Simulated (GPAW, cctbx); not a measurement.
# What do these deviations say about the bonding?

LiBi2, Fd-3m (no. 227, origin choice 1), a = 9.3240 Å, b = 9.3240 Å, c = 9.3240 Å, α = 90.00°, β = 90.00°, γ = 90.00°.

| atom | mult. | x | y | z |
| --- | --- | --- | --- | --- |
| Bi1 | 16 | 3/8 | 5/8 | 7/8 |
| Li1 | 8 | 1/4 | 1/4 | 3/4 |

The start was made by putting kin elements into a known structure type; the compound need not exist, or be stable, in this form.

Absolute values of the static structure factors of the conventional cell from DFT (PBE, GPAW) against free spherical atoms, in electrons:

| hkl | d (Å) | free atoms | crystal |
| --- | --- | --- | --- |
| 111 | 5.383 | 618.56 | 619.20 |
| 022 | 3.296 | 15.14 | 14.60 |
| 131 | 2.811 | 586.18 | 585.86 |
| 222 | 2.692 | 1141.55 | 1140.78 |
| 040 | 2.331 | 1090.41 | 1089.70 |
| 133 | 2.139 | 530.35 | 530.08 |
| 242 | 1.903 | 12.72 | 12.60 |
| 333 | 1.794 | 520.78 | 521.07 |
| 151 | 1.794 | 520.78 | 520.77 |
| 044 | 1.648 | 1006.65 | 1006.87 |

**Question.** Which way does charge move, and which reflections show it best?

Project each element's phase sum on the total phase. At low angle |F| should rise if density moves to atoms that scatter in phase and fall if it moves to atoms that scatter against it.

| hkl | Bi in phase | Li in phase | change (e) | (%) |
| --- | --- | --- | --- | --- |
| 111 | +8.0 | -5.7 | +0.64 | +0.1 |
| 022 | 0.0 | +8.0 | -0.54 | -3.6 |
| 131 | +8.0 | +5.7 | -0.32 | -0.1 |
| 222 | +16.0 | 0.0 | -0.76 | -0.1 |
| 040 | +16.0 | -8.0 | -0.71 | -0.1 |
| 133 | +8.0 | -5.7 | -0.27 | -0.1 |
| 242 | 0.0 | +8.0 | -0.12 | -1.0 |
| 333 | +8.0 | +5.7 | +0.28 | +0.1 |

Low-angle reflections that set elements apart and change by more than 0.05 e: 111, 022, 222, 040, 133 and 242. The real-space density gives Voronoi charges Bi -0.07, Li +0.14 e. The signs that these charges predict hold for 111, 022 and 242 and fail for 222, 040 and 133, so the simple rule can't give the direction here. The reflections see the density near the nuclei and the atoms' change of size and shape; Voronoi cells count what crosses the midplanes.
